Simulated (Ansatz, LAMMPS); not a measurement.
# Relaxing glassy 40SiO2-28Al2O3-16Li2O-16SrO (mol %) (85 atoms), part 3 of 4

How does glassy 40SiO2-28Al2O3-16Li2O-16SrO (mol %) (85 atoms) relax, and what do bonds, charges and levels look like afterwards?

Ansatz 0.2.0; Kohn-Sham DFT, revPBE, PAW (set soft_2), plane waves.

The cell: 10 Si, 14 Al, 8 Li, 4 Sr and 49 O. The quench rate of 6 K/ps is orders of magnitude faster than experiment. The network of bonds at the start is that of the classical potential that made the cell. Only the Γ point is sampled, in a cell whose shortest periodic width is 10 Å.

So far, density (g/cm³): step 5 (local order after relaxation) 3.11.

**6. Single point at the relaxed geometry**

The electronic structure is read at the final geometry, in a run of its own.

File input.yaml:

```yaml
crystal:
  lattice:
    - [9.9565, 0.0, 0.0]
    - [0.0, 9.9565, 0.0]
    - [0.0, 0.0, 9.9565]
  atoms:
    - { symbol: Si, position: [0.39242, 0.09745, 0.93142] }
    - { symbol: Si, position: [0.36997, 0.47645, 0.59314] }
    - { symbol: Si, position: [0.87852, 0.99473, 0.64262] }
    - { symbol: Si, position: [0.02984, 0.90175, 0.1267] }
    - { symbol: Si, position: [0.52557, 0.08719, 0.33857] }
    - { symbol: Si, position: [0.53467, 0.6813, 0.40129] }
    - { symbol: Si, position: [0.98964, 0.37121, 0.8289] }
    - { symbol: Si, position: [0.34303, 0.878, 0.56202] }
    - { symbol: Si, position: [0.62438, 0.46066, 0.02336] }
    - { symbol: Si, position: [0.2194, 0.99035, 0.32651] }
    - { symbol: Al, position: [0.42174, 0.70843, 0.79317] }
    - { symbol: Al, position: [0.79828, 0.69018, 0.57813] }
    - { symbol: Al, position: [0.7706, 0.37109, 0.59743] }
    - { symbol: Al, position: [0.95285, 0.18723, 0.39139] }
    - { symbol: Al, position: [0.89492, 0.19376, 0.07365] }
    - { symbol: Al, position: [0.76165, 0.56036, 0.82506] }
    - { symbol: Al, position: [0.71243, 0.85334, 0.83988] }
    - { symbol: Al, position: [0.70633, 0.20129, 0.84478] }
    - { symbol: Al, position: [0.4033, 0.31635, 0.16626] }
    - { symbol: Al, position: [0.50385, 0.17756, 0.63393] }
    - { symbol: Al, position: [0.09616, 0.40302, 0.24794] }
    - { symbol: Al, position: [0.63841, 0.99972, 0.08239] }
    - { symbol: Al, position: [0.71396, 0.30976, 0.28058] }
    - { symbol: Al, position: [0.04339, 0.48029, 0.52358] }
    - { symbol: Li, position: [0.03487, 0.73247, 0.38265] }
    - { symbol: Li, position: [0.53839, 0.74364, 0.05741] }
    - { symbol: Li, position: [0.29052, 0.88229, 0.9969] }
    - { symbol: Li, position: [0.77289, 0.88209, 0.35158] }
    - { symbol: Li, position: [0.61219, 0.91672, 0.58688] }
    - { symbol: Li, position: [0.15707, 0.22691, 0.00489] }
    - { symbol: Li, position: [0.06437, 0.99206, 0.88708] }
    - { symbol: Li, position: [0.34288, 0.41244, 0.88043] }
    - { symbol: Sr, position: [0.28324, 0.63578, 0.16893] }
    - { symbol: Sr, position: [0.87028, 0.64113, 0.13015] }
    - { symbol: Sr, position: [0.07756, 0.71275, 0.77174] }
    - { symbol: Sr, position: [0.1667, 0.16641, 0.64838] }
    - { symbol: O, position: [0.95289, 0.38056, 0.66029] }
    - { symbol: O, position: [0.50347, 0.15341, 0.8202] }
    - { symbol: O, position: [0.36793, 0.03228, 0.60962] }
    - { symbol: O, position: [0.82188, 0.72929, 0.77094] }
    - { symbol: O, position: [0.56264, 0.81046, 0.75838] }
    - { symbol: O, position: [0.04826, 0.79511, 0.00417] }
    - { symbol: O, position: [0.46966, 0.98544, 0.0237] }
    - { symbol: O, position: [0.19277, 0.90913, 0.18423] }
    - { symbol: O, position: [0.34635, 0.21997, 0.03188] }
    - { symbol: O, position: [0.76251, 0.01714, 0.76719] }
    - { symbol: O, position: [0.01934, 0.31983, 0.11271] }
    - { symbol: O, position: [0.69687, 0.68598, 0.42485] }
    - { symbol: O, position: [0.24992, 0.04139, 0.87674] }
    - { symbol: O, position: [0.46766, 0.44575, 0.06029] }
    - { symbol: O, position: [0.93639, 0.85057, 0.24983] }
    - { symbol: O, position: [0.35846, 0.71431, 0.95581] }
    - { symbol: O, position: [0.20881, 0.50441, 0.57537] }
    - { symbol: O, position: [0.83778, 0.18125, 0.2539] }
    - { symbol: O, position: [0.71887, 0.86125, 0.01548] }
    - { symbol: O, position: [0.58069, 0.09783, 0.48893] }
    - { symbol: O, position: [0.50016, 0.6934, 0.24453] }
    - { symbol: O, position: [0.41571, 0.53429, 0.74182] }
    - { symbol: O, position: [0.6628, 0.61234, 0.97041] }
    - { symbol: O, position: [0.71671, 0.14848, 0.02238] }
    - { symbol: O, position: [0.47824, 0.81967, 0.48403] }
    - { symbol: O, position: [0.02161, 0.95598, 0.7098] }
    - { symbol: O, position: [0.3907, 0.31172, 0.59511] }
    - { symbol: O, position: [0.45607, 0.55085, 0.47129] }
    - { symbol: O, position: [0.62388, 0.98508, 0.25848] }
    - { symbol: O, position: [0.06219, 0.57569, 0.26695] }
    - { symbol: O, position: [0.77345, 0.37089, 0.42751] }
    - { symbol: O, position: [0.72484, 0.53351, 0.65319] }
    - { symbol: O, position: [0.5417, 0.2431, 0.26568] }
    - { symbol: O, position: [0.36475, 0.06531, 0.31335] }
    - { symbol: O, position: [0.72024, 0.43079, 0.15329] }
    - { symbol: O, position: [0.67227, 0.24992, 0.67287] }
    - { symbol: O, position: [0.0437, 0.34167, 0.41017] }
    - { symbol: O, position: [0.10263, 0.09382, 0.36118] }
    - { symbol: O, position: [0.29653, 0.77843, 0.68096] }
    - { symbol: O, position: [0.2227, 0.87222, 0.44381] }
    - { symbol: O, position: [0.9042, 0.12847, 0.55057] }
    - { symbol: O, position: [0.27121, 0.39349, 0.24214] }
    - { symbol: O, position: [0.67729, 0.38386, 0.88871] }
    - { symbol: O, position: [0.90148, 0.23881, 0.87907] }
    - { symbol: O, position: [0.99902, 0.04814, 0.05907] }
    - { symbol: O, position: [0.9302, 0.51437, 0.88667] }
    - { symbol: O, position: [0.80706, 0.87817, 0.54879] }
    - { symbol: O, position: [0.1492, 0.34568, 0.8422] }
    - { symbol: O, position: [0.96665, 0.63875, 0.53931] }
kpoints:
  mp_grid: { grid: [1, 1, 1] }
hamiltonian:
  xc: revpbe
scf:
  occupations: { method: fixed }
output:
  forces: true
  stress: true
  populations: intrinsic
  dos:
    method: { smearing: { sigma: 0.1 } }
    de: 0.1
    projected: { site_lists: { Al: [Al], Li: [Li], O: [O], Si: [Si], Sr: [Sr] } }
  eigenvalues: true
  write_density: true
  write_potential: true
  volumetric_format: npy
  elf: true
```

Run with:

```bash
> ansatz run input.yaml --threads 4 --pin off --max-ram 8192MiB --backend cpu --events-out ev --progress --plain --runs-dir out
```

Numbers of over 12 decimals in the logs are rounded to 6 here.

What it wrote:

```text
[...]
Crystal: 85 atoms, lattice volume = 987.007 Å³
Basis set: ecut = 420 eV, 19309 PW (Γ), exchange–correlation on 144×144×144 points (8 copies of the dense FFT grid, shifted against one another)
Bands: 305, of which v1, the nominal top of the filled ones, is band 220 counted from 1 (219 counted from 0)
Symmetry: 1 space group operations
[...]
k-points: 1
[...]
SCF iter   1: F=—  HF=-57750.774360 eV  |F-HF|=—  |Δ(HF+E_count)|=         —  Δρ=3.88e-3  dr2=1.66e-1  ethr=1.77e-3  ⟨swp⟩=5.0  Hψ=1156  notcnv=0  defer=81
[...]
SCF iter   9: F=-57750.765275 eV  HF=-57750.765275 eV  |F-HF|=1.34e-9  |Δ(HF+E_count)|=   6.83e-7  Δρ=3.02e-6  dr2=7.71e-8  ethr=2.27e-11  ⟨swp⟩=26.0  Hψ=3160  notcnv=0
SCF 1 converged in 9 iterations: F = -57750.765275 eV  dr2 = 7.71e-8
[...]
SCF converged after 9 iterations
Free energy (F): -57750.765275 eV
[...]
Internal energy: -57750.765275 eV  (E = F + TS)
E sigma→0 (E₀):  -57750.765275 eV
Fermi energy:    4.837490 eV
[...]
--- Forces (eV/Å), atoms counted from 1 ---
  atom   1  Si    -0.03737159    -0.00134134    -0.02933872
  atom   2  Si    -0.01048106     0.00206652    -0.00477335
  atom   3  Si     0.00480017    -0.00040900     0.00104323
  atom   4  Si     0.01290498     0.02228792     0.00357630
  atom   5  Si     0.00298024     0.00050844    -0.00423229
  atom   6  Si    -0.00623529     0.00160297    -0.00252063
  atom   7  Si     0.01817706    -0.00872830    -0.00015385
  atom   8  Si    -0.00367510     0.00039954     0.00782935
  atom   9  Si     0.00580839     0.00220409    -0.01389413
  atom  10  Si    -0.00463843     0.00072115    -0.00757050
  atom  11  Al     0.00833050     0.01124237    -0.00549937
  atom  12  Al    -0.00089478     0.00689301    -0.01368935
  atom  13  Al     0.01239461     0.01059580     0.00982300
  atom  14  Al    -0.01504161    -0.01053361     0.00665568
[...]
atom  84  O     -0.00707352     0.01426501    -0.00258709
  atom  85  O     -0.00084605     0.00191339     0.00314105
  max |Σ_I F_I| component: 1.13e-4 eV/Å
--- Stress (GPa, compression-positive) ---
        3.395644      -0.024885      -0.563414
       -0.024895       5.502008       1.200545
       -0.563415       1.200545       4.715701
  P = ⅓ Tr σ = 4.5378 GPa (45.378 kbar)
--- Band table (eV) ---
[...]
--- intrinsic populations: 85 sites ---
  site symbol       q [e]
     0     Si      2.3790
     1     Si      2.3040
     2     Si      2.3682
[...]
84      O      7.0581
  spilling = 0.000000 (of n_electrons = 440.000000)
```

Run time: 12 s. Hardware: 4 threads of Intel Xeon Platinum 8259CL at 2.50GHz (Skylake/Cascade Lake), shared host; peak memory 1.3 GiB; 42 s of CPU time.

The run gave:

```
free energy                                      : -57750.7653 eV
free energy per atom                             : -679.4208 eV/atom
SCF cycles                                       : 9
pressure                                         : 4.538 GPa
r.m.s. force component                           : 0.00916 eV/Å
longest force                                    : 0.04753 eV/Å
Fermi energy                                     : 4.837 eV
gap (highest filled to lowest empty level) : 4.499 eV
```

Intrinsic-atomic-orbital charges by element:

```tsv
element	coordination	atoms	mean charge (e)	spread	least	most
Al	all	14	1.28	0.0437	1.21	1.36
Li	all	8	0.793	0.0164	0.768	0.816
O	all	49	-0.984	0.0947	-1.26	-0.866
Si	all	10	1.65	0.0447	1.56	1.70
Sr	all	4	1.85	0.0056	1.84	1.86
```

States in the cell by windows of 1 eV, zero at the Fermi level; the larger projections on atomic orbitals stand beside the total:

```tsv
from (eV)	to (eV)	total	O p	O s	Sr p
-18	-17	36.5	0.3	28.1	0.3
-17	-16	30.2	0.2	24.0	0.8
-16	-15	5.0	0.0	3.7	0.6
-15	-14	18.7	0.3	0.9	17.2
-14	-13	5.3	0.1	0.7	4.4
-13	-9	0.0	0.0	0.0	0.0
-9	-8	2.0	1.4	0.1	0.0
-8	-7	7.2	4.9	0.4	0.0
-7	-6	14.1	10.0	0.7	0.0
-6	-5	21.0	15.9	0.5	0.0
-5	-4	37.0	28.8	1.2	0.1
-4	-3	39.9	33.3	1.1	0.1
-3	-2	54.1	48.4	0.8	0.1
-2	-1	61.9	58.1	0.5	0.1
-1	0	54.5	52.1	0.3	0.1
0	1	2.1	2.0	0.0	0.0
1	4	0.0	0.0	0.0	0.0
4	5	2.0	0.0	0.6	0.0
```

With fixed occupations the program's Fermi level is the highest filled level; weight inside the gap is the broadening of levels at its edges.

Between -26 and -18 eV lie 26 more states.

The stored curve holds about 416 of the 440 electrons; the rest, give or take the few that broadening carries across the Fermi level, lie in deeper levels below its range.

The levels nearest the highest filled one (over half full), pooled over k-points and spins:

```tsv
level less the highest filled one (eV)	occupation
-0.248	2
-0.233	2
-0.205	2
-0.189	2
-0.0801	2
0	2
4.50	0
6.06	0
6.37	0
6.55	0
6.61	0
6.64	0
```

ELF in the bc plane at fractional x = 0.030, with atoms of Si and Al and Li and O within 0.2 Å of it. It is the smooth field of the valence electrons, not physical close to the nuclei.

Ten even steps from '_' (0.05 × 1e-1) to '@' (9.59 × 1e-1), each cell a mean:
```
==****==..________________..::--..____==##%%##%%##--__..
::__..______..__....::....--++++--____..--**####**::__::
##::______......::----::::==++**--____......::::..__..##
::________......::----::::--====....++####**::________::
==::..______....::::::....::::..__==%%%%%%%%**....++**++
%%**--________....::::::::..______++%%%%##%%##..==%%%%%%
%%##--__________::==++++--..______--##%%%%%%==..**%%**++
%%++..__________--**##**++--________::==++==....**%%####
**--____________--**####**--....::--::..______..==##%%##
::______________..--++**++..__--**####**==..____..--====
____..::::..________....______==##%%%%%%**--____________
______......__..--====--______--##%%%%%%**--____________
____......__::++##%%%%%%++____::++****==..______________
::==++++--..--##%%++**%%##--............==++..__________
==##%%%%##::::##%%**##%%++....::::..__==@@@@--________..
==##%%%%##--..==##%%%%##--..==**##**--..**++__::::..____
::++****++::__..--++++--..==##%%%%%%##..____::++++--..__
__..::::..______......__..**%%####%%%%--__..++****==::__
____________..--++**==::..==##%%%%%%**::__..==****++--..
----::..____==##%%%%%%**::::==****++::____..::==--::..::
######++....++%%##++%%##==....::::..______..::::..::..++
%%##%%##--..++%%##++%%##==..__________..--++****--..::##
%%**%%%%==..--##%%%%%%**::____________--##%%##%%##----##
%%%%%%##--__..--==++==::____________..++%%##++####==::++
```
Columns run along b (10.0 Å), rows up along c (10.0 Å). Atoms in or near the plane, at fractional coordinates: Si at (0.90, 0.13), Al at (0.48, 0.52), Li at (0.73, 0.38), O at (0.80, 0.00), O at (0.32, 0.11), O at (0.96, 0.71), O at (0.34, 0.41).

(Part 3 of 4 ends here.)

[Logs are printed without paths, hosts, clocks, repeated set-up lines and the standing remarks that a program may print on its own settings, such as how far it seeks lower states.]

[Hosts, paths, dates, database ids (printed as entryN), source tags and the programs' standing remarks are cut or masked in the printed files.]
